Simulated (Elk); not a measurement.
**Electronic structure of magnetic KCoF3**

How do the spin channels of KCoF3 fill?

Program: Elk 11.2.3 (patched build). Level of theory: LDA (Perdew-Wang) with U = 4.40 eV, J = 0.90 eV on Co d; all-electron APW+lo, Dirac cores, scalar-relativistic bands. Results are calculated unless marked as measured.

## (1) Set-up

It takes space group Pm-3m (No. 221, cubic). The conventional cell has a = 4.071 Å, b = 4.071 Å, c = 4.071 Å, α = 90.00°, β = 90.00°, γ = 90.00°. Nearest to K lie 12 F at 2.88 Å. Nearest to Co lie 6 F at 2.04 Å. Nearest to F lie 2 Co at 2.04 Å and 4 K at 2.88 Å. Farther neighbours and most contacts between anions are not listed.

## (2) The magnetic state

Bands and densities of states are read from a converged potential, so the magnetic state comes first.

This is the lowest of the starts that converged (ferro +).

Moments are seeded by fields in the spheres (the last three columns under atoms), set against the wanted direction and reduced each loop.

File elk.in:

```
tasks
  0
  33
  73

xctype
  3

rgkmax
  7.0

nempty
  14

swidth
  0.002

reducebf
  0.6

epsengy
  1e-05

maxscl
  100

lmaxi
  3

spinpol
  .true.

sppath
  './'

avec
  7.69307505335 0.00000000000 0.00000000000
  0.00000000000 7.69307505335 0.00000000000
  0.00000000000 0.00000000000 7.69307505335

atoms
  3
  'K.in'
  1
  0.0000000000 0.0000000000 0.0000000000   0.000000 0.000000 0.000000
  'Co.in'
  1
  0.5000000000 0.5000000000 0.5000000000   0.000000 0.000000 -0.225000
  'F.in'
  3
  0.0000000000 0.5000000000 0.5000000000   0.000000 0.000000 0.000000
  0.5000000000 0.0000000000 0.5000000000   0.000000 0.000000 0.000000
  0.5000000000 0.5000000000 0.0000000000   0.000000 0.000000 0.000000

ngridk
  6 6 6

dft+u
  1 1
  2 2 0.161697 0.033074

plot3d
  0 0 0
  1 0 0
  0 1 0
  0 0 1
  21 21 21
```

Started as:

```bash
$ OMP_NUM_THREADS=2 elk
```

Numbers of over 12 decimals in the logs are rounded to 6 here.

Output:

```text
Warning(gndstate): core states of species 2 leak from the muffin-tin :   0.2605934756E-02
Warning(gndstate): forces or DFT+U at lmaxo under 8 : 6
  [figures from our tests cut]: type lmaxo 8 and lmaxapw 10

--- INFO.OUT ---
┌─────────────────────────┐
│ Elk code version 11.2.3 │
└─────────────────────────┘

All units are atomic (Hartree, Bohr, etc.)

┌─────────────────────────────────────────────────┐
│ Ground-state run starting from atomic densities │
└─────────────────────────────────────────────────┘

Lattice vectors :
   7.693075053       0.000000000       0.000000000
   0.000000000       7.693075053       0.000000000
   0.000000000       0.000000000       7.693075053

Species : 1 (K)
 parameters loaded from : K.in
 name : potassium
 nuclear charge    :   -19.00000000
 electronic charge :    19.00000000
 atomic mass :    71271.84090
 muffin-tin radius :    2.400000000
 number of radial points in muffin-tin :    497
 inner part over the whole radius :   0.9891652203E-02
 number on inner part of muffin-tin    :    349
 approximate nuclear radius :   0.6514746337E-04
 number of mesh points to nuclear radius :    160
 atomic positions (lattice), magnetic fields (Cartesian) :
  1 :   0.00000000  0.00000000  0.00000000    0.00000000  0.00000000  0.00000000

Species : 2 (Co)
 parameters loaded from : Co.in
 name : cobalt
 nuclear charge    :   -27.00000000
 electronic charge :    27.00000000
 atomic mass :    107428.6517
 muffin-tin radius :    2.070838651
 number of radial points in muffin-tin :    497
 inner part over the whole radius :   0.9808816750E-02
 number on inner part of muffin-tin    :    349
 approximate nuclear radius :   0.7243775530E-04
 number of mesh points to nuclear radius :    169
 atomic positions (lattice), magnetic fields (Cartesian) :
  1 :   0.50000000  0.50000000  0.50000000    0.00000000  0.00000000 -0.22500000

Species : 3 (F)
 parameters loaded from : F.in
 name : fluorine
 nuclear charge    :   -9.000000000
 electronic charge :    9.000000000
 atomic mass :    34631.97045
 muffin-tin radius :    1.725698876
 number of radial points in muffin-tin :    297
 inner part over the whole radius :   0.9662446825E-02
 number on inner part of muffin-tin    :    204
 approximate nuclear radius :   0.5278478738E-04
 number of mesh points to nuclear radius :     89
 atomic positions (lattice), magnetic fields (Cartesian) :
  1 :   0.00000000  0.50000000  0.50000000    0.00000000  0.00000000  0.00000000
  2 :   0.50000000  0.00000000  0.50000000    0.00000000  0.00000000  0.00000000
  3 :   0.50000000  0.50000000  0.00000000    0.00000000  0.00000000  0.00000000

Total number of atoms per unit cell :    5
Total muffin-tin volume :    159.6855262
 ratio of muffin-tin to unit cell volume :   0.3507241292

Spin treatment :
 spin-polarised
 global magnetic field (Cartesian) :    0.000000000       0.000000000       0.000000000
 collinear magnetisation in z-direction

Number of Bravais lattice symmetries :   48
Number of crystal symmetries         :   48
Crystal has inversion symmetry
Real symmetric eigensolver will be used

k-point grid :      6     6     6
k-point offset :    0.000000000       0.000000000       0.000000000
k-point set is reduced with full crystal symmetry group
Total number of k-points :       20

Muffin-tin radius times maximum |G+k| :    7.000000000
 using average radius
Maximum |G+k| for APW functions       :    3.627719195
Maximum (1/2)|G+k|²                   :    6.580173279
Maximum |G| for potential and density :    12.00000000
Constant for pseudocharge density :    7
 order of it for each species :   14  14  14
 order of it for pair densities of each species (exact exchange by exxq0 0: 14) :   14  11   7
Radial integration step length :    1

G-vector grid sizes :     30    30    30
Number of G-vectors :    13205

Maximum angular momentum used for
 APW functions            :    8
 outer part of muffin-tin :    6
 inner part of muffin-tin :    3

Number of empty states         :     70
Total number of valence states :    186
Total number of core states    :     28

Third-order local-orbitals added for an l without core states : T
Total number of local-orbitals :     63

Exchange-correlation functional :      3     0     0
 Perdew-Wang/Ceperley-Alder, Phys. Rev. B 45, 13244 (1992)
 gradient requirement :    0
 local density approximation (LDA)

DFT+U calculation
 fully localised limit (FLL)
 see Phys. Rev. B 52, R5467 (1995)
 species : 2 (Co), l = 2, U =   0.16169700, J =   0.03307400

Smearing type :    3
 Fermi-Dirac
Smearing width :   0.2000000000E-02
Effective electronic temperature (K) :    631.5500496

Mixing type :    3
 Broyden mixing, J. Phys. A: Math. Gen. 17, L317 (1984)

Kohn-Sham potential initialised from atomic data

┌──────────────────────────────┐
│ Self-consistent loop started │
└──────────────────────────────┘

┌─────────────────┐
│ Loop number : 1 │
└─────────────────┘

Energies :
 Fermi                       :     0.26336448209899E-02
 sum of occupied eigenvalues :     -1310.6136543931
 electron kinetic            :      2315.7036663451
 core electron kinetic       :      2065.4388741323
 Coulomb                     :     -4486.7907769488
 Coulomb potential           :     -3458.0061254830
 nuclear-nuclear             :     -365.62399355826
 electron-nuclear            :     -4794.9333776590
 Hartree                     :      673.76659426845
 Madelung                    :     -2757.7877142073
 xc potential                :     -168.15708111129
 xc effective B-field        :    -0.161635
 external B-field            :      0.000000
 exchange                    :     -113.42788605315
 correlation                 :     -5.821049
 DFT+U                       :     0.364954
 electron entropic           :    -0.20953360271171E-02
 total energy                :     -2289.9731871112
 (external B-field energy excluded from total)

Density of states at Fermi energy :    163.2816537
 (states/Hartree/unit cell)

Estimated indirect band gap :   0.2189500308E-02
 from k-point 9 to k-point 13
Estimated direct band gap   :   0.2483502337E-02
 at k-point 7

Charges :
 core                        :    28.00000000
 valence                     :    45.00000000
 interstitial                :    4.319638555
 muffin-tins (core leakage)
  species : 1 (K)
   atom 1                    :    17.52808010     ( -0.3352218448E-05)
  species : 2 (Co)
   atom 1                    :    25.01917030     (  0.2596949909E-02)
  species : 3 (F)
   atom 1                    :    8.711037015     ( -0.4544220165E-05)
   atom 2                    :    8.711037015     ( -0.4544220165E-05)
   atom 3                    :    8.711037015     ( -0.4544220165E-05)
 total in muffin-tins        :    68.68036144
 total calculated charge     :    72.99707240
 total charge                :    73.00000000
 error                       :   0.2927600341E-02

Moments :
 interstitial                :   0.5590876507E-01
 muffin-tins
  species : 1 (K)
   atom 1                    :  -0.3585349273E-03
  species : 2 (Co)
   atom 1                    :    2.750031511
  species : 3 (F)
   atom 1                    :   0.6480451954E-01
   atom 2                    :   0.6480451954E-01
   atom 3                    :   0.6480451954E-01
 total in muffin-tins        :    2.944086535
 total moment                :    2.999995300

[... earlier loops left out ...]

┌──────────────────┐
│ Loop number : 18 │
└──────────────────┘

Energies :
 Fermi                       :     0.92421488604187E-01
 sum of occupied eigenvalues :     -1302.3162080595
 electron kinetic            :      2312.3495722715
 core electron kinetic       :      2065.6514692849
 Coulomb                     :     -4483.8463717312
 Coulomb potential           :     -3457.6452638620
 nuclear-nuclear             :     -365.62399355826
 electron-nuclear            :     -4789.3719295639
 Hartree                     :      671.14955139090
 Madelung                    :     -2755.0237398003
 xc potential                :     -156.86081965930
 xc effective B-field        :    -0.159697
 external B-field            :      0.000000
 exchange                    :     -112.95377247517
 correlation                 :     -5.802864
 DFT+U                       :     0.372341
 electron entropic           :    -0.17918997208325E-02
 total energy                :     -2289.8828865402
 (external B-field energy excluded from total)

Density of states at Fermi energy :    139.9485112
 (states/Hartree/unit cell)

Estimated indirect band gap :   0.2026892680E-02
 from k-point 10 to k-point 13
Estimated direct band gap   :   0.2395409772E-02
 at k-point 7

Charges :
 core                        :    28.00000000
 valence                     :    45.00000000
 interstitial                :    4.754588950
 muffin-tins (core leakage)
  species : 1 (K)
   atom 1                    :    17.58726519     ( -0.3353720542E-05)
  species : 2 (Co)
   atom 1                    :    25.12998378     (  0.2605934756E-02)
  species : 3 (F)
   atom 1                    :    8.509387359     ( -0.4544191832E-05)
   atom 2                    :    8.509387359     ( -0.4544191832E-05)
   atom 3                    :    8.509387359     ( -0.4544191832E-05)
 total in muffin-tins        :    68.24541105
 total calculated charge     :    72.99709364
 total charge                :    73.00000000
 error                       :   0.2906357504E-02

Moments :
 interstitial                :   0.4091275339E-01
 muffin-tins
  species : 1 (K)
   atom 1                    :  -0.8354715850E-03
  species : 2 (Co)
   atom 1                    :    2.725013124
  species : 3 (F)
   atom 1                    :   0.7830184765E-01
   atom 2                    :   0.7830184765E-01
   atom 3                    :   0.7830184765E-01
 total in muffin-tins        :    2.959083196
 total moment                :    2.999995949

┌──────────────────────────────┐
│ Self-consistent loop stopped │
└──────────────────────────────┘

Warning : core states of species 2 leak from the muffin-tin :   0.2605934756E-02

Warning : forces or DFT+U at lmaxo under 8 : 6

Wrote STATE.OUT
```

Elapsed: 43 s, on 2 threads of AMD EPYC 9R45 (Zen 5), shared host; peak memory 0.16 GiB.

Spin moment in the muffin-tin sphere by atom:

| atom | spin moment in the muffin-tin sphere (μB) |
| --- | --- |
| K1 | 0.00 |
| Co2 | 2.73 |
| F3 | 0.08 |
| F4 | 0.08 |
| F5 | 0.08 |

Numbers from this step:

| Item | Value |
| --- | --- |
| density of states at the Fermi level | 5.143 states/eV/cell |
| moment between the spheres | 0.04091 μB |
| magnetization | 3.000 μB |
| final state | ferromagnetic |

## (3) Levels along a path and on the mesh

The potential is kept. Point names follow a standard table for this cell's lattice and can differ from other conventions. The density of states is interpolated from the levels on the mesh (so its value at the Fermi level can differ from the smeared one of the ground-state run), and the bands are solved anew along a path of special points.

elk.in, as its differences from that of step 2:

```diff
@@ -1,5 +1,5 @@
 tasks
-  0
-  33
-  73
+  10
+  20
+  15
 
@@ -47,3 +47,3 @@
   1
-  0.5000000000 0.5000000000 0.5000000000   0.000000 0.000000 -0.225000
+  0.5000000000 0.5000000000 0.5000000000   0.000000 0.000000 -0.000225
   'F.in'
@@ -61,7 +61,14 @@
 
-plot3d
-  0 0 0
-  1 0 0
-  0 1 0
-  0 0 1
-  21 21 21
+wplot
+  300 60 1
+  -0.35000 0.25000
+
+plot1d
+  7 84
+  0.00000000 0.00000000 0.00000000
+  0.00000000 0.50000000 0.00000000
+  0.50000000 0.50000000 0.00000000
+  0.00000000 0.00000000 0.00000000
+  0.50000000 0.50000000 0.50000000
+  0.00000000 0.50000000 0.00000000
+  0.50000000 0.50000000 0.50000000
```

Started as:

```bash
$ OMP_NUM_THREADS=2 elk
```

Output:

```text
┌─────────────────────────────────┐
│ Elk code version 11.2.3 started │
└─────────────────────────────────┘

┌───────────────────┐
│ Current task : 10 │
└───────────────────┘
Info(checkmt): changed muffin-tin radius of species 2 (Co) from   2.4000 to   2.0708
Info(checkmt): changed muffin-tin radius of species 3 (F) from   2.0000 to   1.7257

Info(writedos):
 Total density of states written to TDOS.OUT

 Partial density of states written to PDOS_Sss_Aaaaa.OUT
 for all species and atoms

 Spin-quantisation axis :    0.000000000       0.000000000       1.000000000

 Eigenvalues of a random matrix symmetrised with the site
 symmetries in the Yₗₘ basis written to ELMIREP.OUT for all
 species and atoms. Degenerate eigenvalues correspond to
 irreducible representations of each site symmetry group

 Interstitial density of states written to IDOS.OUT

 Fermi energy is at zero in plots

 DOS units are states/Hartree/unit cell

┌───────────────────┐
│ Current task : 20 │
└───────────────────┘

Info(bandstr):
 Band structure plot written to BAND.OUT

 Fermi energy is at zero in plot

 Vertex location lines written to BANDLINES.OUT

┌───────────────────┐
│ Current task : 15 │
└───────────────────┘

Info(writelsj):
 muffin-tin L, S and J expectation values written to LSJ.OUT

┌──────────────────┐
│ Elk code stopped │
└──────────────────┘
```

It took 36 s on 2 threads; peak memory 0.23 GiB; 65 s of CPU time.

Electronic bands along the path, in eV, zero at the Fermi level; # counts the bands kept:

| point | up #11 | up #12 | up #13 | up #14 | down #10 | down #11 | down #12 | down #13 |
| --- | --- | --- | --- | --- | --- | --- | --- | --- |
| Γ | -3.83 | -3.47 | -3.47 | -3.46 | -0.62 | -0.62 | -0.62 | 2.55 |
| 0.45 of the way | -3.46 | -3.00 | -2.93 | -2.93 | -0.61 | -0.36 | -0.36 | 2.56 |
| X | -3.45 | -2.54 | -2.54 | -2.43 | -0.59 | -0.05 | -0.05 | 2.56 |
| 0.45 of the way | -2.94 | -2.55 | -2.51 | -1.78 | -0.35 | -0.05 | 0.06 | 2.71 |
| M | -2.56 | -2.56 | -2.41 | -1.03 | -0.05 | -0.05 | 0.23 | 2.75 |
| halfway | -2.89 | -2.87 | -2.73 | -2.21 | -0.33 | -0.30 | -0.13 | 2.68 |
| Γ | -3.83 | -3.47 | -3.47 | -3.46 | -0.62 | -0.62 | -0.62 | 2.55 |
| halfway | -2.71 | -2.71 | -2.23 | -2.23 | -0.14 | -0.11 | -0.11 | 3.28 |
| R | -2.34 | -2.34 | -1.02 | -1.02 | 0.25 | 0.25 | 0.25 | 4.18 |
| halfway | -2.51 | -2.47 | -2.27 | -1.53 | -0.12 | 0.08 | 0.10 | 3.28 |
| X | -3.45 | -2.54 | -2.54 | -2.43 | -0.59 | -0.05 | -0.05 | 2.56 |
| 0.47 of the way | -2.52 | -2.48 | -2.40 | -1.60 | -0.16 | 0.06 | 0.08 | 3.20 |
| R | -2.34 | -2.34 | -1.02 | -1.02 | 0.25 | 0.25 | 0.25 | 4.18 |

The density of states has structure finer than the step of the table below, so its rows give means over 1 eV, whole bins alone (the curve runs from -9.52 to 6.75 eV). Peaks (eV: height): up -5.1: 2.76, -4.2: 6.66, -3.9: 3.96, -2.6: 8.15; down -5.4: 7.40, -4.4: 3.31, -3.8: 6.92, -0.1: 6.75; K1 p up -5.2: 0.0385, -4.2: 0.0468, -2.5: 0.0109, 5.9: 0.0123; K1 p down -5.4: 0.0352, -4.8: 0.0387, -3.9: 0.0364; Co2 d up -7.1: 0.886, -4.2: 1.05, -2.6: 5.48.

The density of states by energy, zero at the Fermi level; means over each step; 7 of 8 lines; values in states/eV/cell:

| energy (eV) | up | down | K1 p up | K1 p down | Co2 d up | Co2 d down | F3 p up |
| --- | --- | --- | --- | --- | --- | --- | --- |
| -9 | 0 | 0 | 0 | 0 | 0 | 0 | 0 |
| -8 | 0.0791 | 2.6e-5 | 5.3e-6 | 0 | 0.00878 | 0 | 0.0153 |
| -7 | 1.64 | 0.518 | 0.00211 | 9.8e-5 | 0.454 | 0.00755 | 0.287 |
| -6 | 1.96 | 1.27 | 0.0148 | 0.00690 | 0.311 | 0.0342 | 0.395 |
| -5 | 2.15 | 3.15 | 0.0256 | 0.0321 | 0.472 | 0.211 | 0.405 |
| -4 | 3.29 | 3.69 | 0.0149 | 0.0208 | 0.356 | 0.0604 | 0.801 |
| -3 | 3.31 | 0.367 | 0.00317 | 1.6e-4 | 2.18 | 3.2e-4 | 0.291 |
| -2 | 1.27 | 0 | 0.00139 | 0 | 0.789 | 0 | 0.132 |
| -1 | 0.302 | 0.116 | 0 | 2.2e-6 | 0.161 | 0.102 | 0.0438 |
| 0 | 0 | 2.88 | 0 | 4.9e-4 | 0 | 2.47 | 0 |
| 1 | 0 | 0 | 0 | 0 | 0 | 0 | 0 |
| 2 | 0 | 0.00312 | 0 | 0 | 0 | 0.00287 | 0 |
| 3 | 0.0248 | 1.39 | 1.5e-4 | 9.7e-4 | 0 | 1.19 | 3.7e-4 |
| 4 | 0.121 | 0.702 | 0.00159 | 0.00128 | 2.5e-4 | 0.505 | 0.00354 |
| 5 | 0.260 | 0.195 | 0.00570 | 0.00354 | 0.00127 | 0.00740 | 0.0111 |
| 6 | 0.461 | 0.389 | 0.0111 | 0.0102 | 0.00299 | 0.0157 | 0.0227 |

## (4) What came out

| Property | Result |
| --- | --- |
| state | ferromagnetic |
| largest moment | 2.73 μB |

Right at the Fermi level (the table gives means over its steps) the density of states is 0 states/eV a cell for spin up and 6.0 for spin down: one channel has a gap there. Within the window shown, the centres of the Co2 d states of the two spins lie 4.4 eV apart, a rough measure of the splitting of the spins, to which the U adds. The state is the lowest of the starts that converged; no opposed start was among them. These are Kohn–Sham levels without spin–orbit coupling. Under a U a part-filled d shell can order its orbitals; no such lower state was searched for, and the cell's symmetry can forbid it.

[Logs and program files are shortened in this print: banners, set-up blocks, solver, clock and traceback lines can be left out without a mark of their own.]

[Logs are printed without paths, hosts, clocks, repeated set-up lines and the standing remarks that a program may print on its own settings, such as how far it seeks lower states.]

[Hosts, paths, dates, database ids (printed as entryN), source tags and the programs' standing remarks are cut or masked in the printed files.]

[Where a cell is said to come from a database of computed structures, the database is the Materials Project.]
